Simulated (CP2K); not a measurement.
Consider cyanooxirane at its PBE geometry (Å).

```xyz
8

N     2.5967   -0.3551   -0.2821
C     1.5065    0.0315   -0.1505
C     0.1561    0.5274    0.0004
C    -0.9901   -0.4111    0.0007
O    -0.5219    0.1795    1.2316
H     0.0041    1.5557   -0.3391
H    -0.7945   -1.4806   -0.1056
H    -1.9569   -0.0473   -0.3554
```

Method: CP2K XAS_TDP, all-electron GAPW, PBEh(45%), aug-cc-pVDZ, TDA, no relativity.

**Question.** Where do the O K-edge lines lie, and how strong are they?

Leading lines: O5 529.97 eV. The leading line of an atom is its first one with 35 % of the strongest within 2.5 eV of its lowest line over the strength cut. 

The first six lines of each atom with a strength over 0.0015:

```
              atom  energy (eV)  states  strength, one atom
O5 (bonded to 2 C)       529.97       1              0.0405
                         531.14       1              0.0385
                         532.64       1              0.0017
                         534.58       1              0.0109
                         535.02       1              0.0036
                         535.22       1              0.0049
```

Lines are vertical, at one geometry, with no vibrational structure. Without a correction of the core level, line positions, and the gaps between valence and Rydberg lines, follow the share of exact exchange. At this level such K lines come out 3 to 6 eV under measured ones. These values hold no scalar relativity, about 0.4 eV for O 1s. Rydberg lines, and the discretised continuum above threshold, depend on the basis and the box.

[Banner, clock and machine lines of the logs are left out without a mark of their own.]

[Logs are printed without paths, hosts, clocks, repeated set-up lines and the standing remarks that a program may print on its own settings, such as how far it seeks lower states.]

[Hosts, paths, dates, database ids (printed as entryN), source tags and the programs' standing remarks are cut or masked in the printed files.]
